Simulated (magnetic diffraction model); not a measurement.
**Magnetic neutron pattern of Yb3CuGeS7**

Space group P6_3 (no. 173), a = 9.8010 Å, c = 5.7830 Å.

| site | atom | x | y | z |
| --- | --- | --- | --- | --- |
| 6c | Yb | 0.3528 | 0.1279 | 0.2437 |
| 2b | Ge | 2/3 | 1/3 | 0.8317 |
| 2a | Cu | 0 | 0 | 0.1949 |
| 6c | S | 0.4234 | 0.9023 | 0.4992 |
| 6c | S | 0.7371 | 0.8976 | 0.2070 |
| 2b | S | 1/3 | 2/3 | 0.9556 |

This is a made-up structure (elements placed in a structure type, unrelaxed), so the numbers test the method and describe no known phase.

Only Yb is taken to order (form factors of Yb3+); orders and moment sizes are assumed, and not adapted to the symmetry. Radiation: neutrons of λ = 2.41 Å, 5° to 45°; isotropic B of 0.34 Å² (Yb), 0.42 Å² (Ge), 0.49 Å² (Cu) and 0.4 Å² (S). The intensities are simulated: I ∝ L Σ (|F_N|² + |F_M⊥|²) for unpolarised neutrons, with F_M = 2.695 fm/μB × Σ f(s) S exp(2πi Q·r) exp(−B s²) at Q = H ± k (one set where k and −k are equivalent), only the part normal to Q counting and L = 1/(sin²θ cos θ). For collinear order S is the moment m, which repeats by lattice and centring translations R with the sign exp(−2πi k·R). Form factors are spin-only for 3d ions and dipole or tabulated for f ions, scattering lengths are Sears's of 1992, and absorption is left out. A label names one of the reflections at its angle. The strongest nuclear line in the range is 100, and lines under 0.2 are left out.

Assume the order k = (0 1/2 1/2), collinear moments along [101], 2.59 μB on Yb; signs + at (0.3528, 0.1279, 0.2437), + at (0.2249, 0.3528, 0.7437), − at (0.8721, 0.2249, 0.2437), + at (0.1279, 0.7751, 0.7437), + at (0.6472, 0.8721, 0.7437), − at (0.7751, 0.6472, 0.2437).

Predict the pattern, nuclear and magnetic parts apart.

```
2θ (°)         index  nuclear  magnetic
 14.48   (0 1/2 1/2)      0.0      21.4
 16.32       (1 0 0)     12.6       0.0
 18.55  (1 -1/2 1/2)      0.0       1.4
 24.80   (1 1/2 1/2)      0.0      10.8
 27.43   (0 3/2 1/2)      0.0       3.2
 28.47       (1 1 0)      1.2       0.0
 29.21       (1 0 1)      9.9       0.0
 32.08  (2 -3/2 1/2)      0.0       3.7
 32.99       (2 0 0)     12.3       0.0
 37.39   (0 1/2 3/2)      0.0       2.9
 37.60       (1 1 1)     24.2       0.0
 38.11   (1 3/2 1/2)      0.0       4.8
 39.25  (1 -1/2 3/2)      0.0       2.0
 39.94   (2 1/2 1/2)      0.0       4.7
 41.24       (2 0 1)    100.0       0.0
 42.77   (1 1/2 3/2)      0.0       5.0
 43.42   (0 5/2 1/2)      0.0       3.8
 44.12       (2 1 0)     22.5       0.0
 44.45   (0 3/2 3/2)      0.0       1.0
```

The strongest magnetic line in the range is (0 1/2 1/2) at 14.48° (21.4). On top of the Lorentz factor, which all lines share, magnetic lines fade with angle because f falls: for Yb3+ it is 0.97, 0.88, 0.76 and 0.51 at sin θ/λ = 0.1, 0.2, 0.3 and 0.5 Å⁻¹, while nuclear lengths stay constant. The order has no net moment.

[Logs are printed without paths, hosts, clocks, repeated set-up lines and the standing remarks that a program may print on its own settings, such as how far it seeks lower states.]
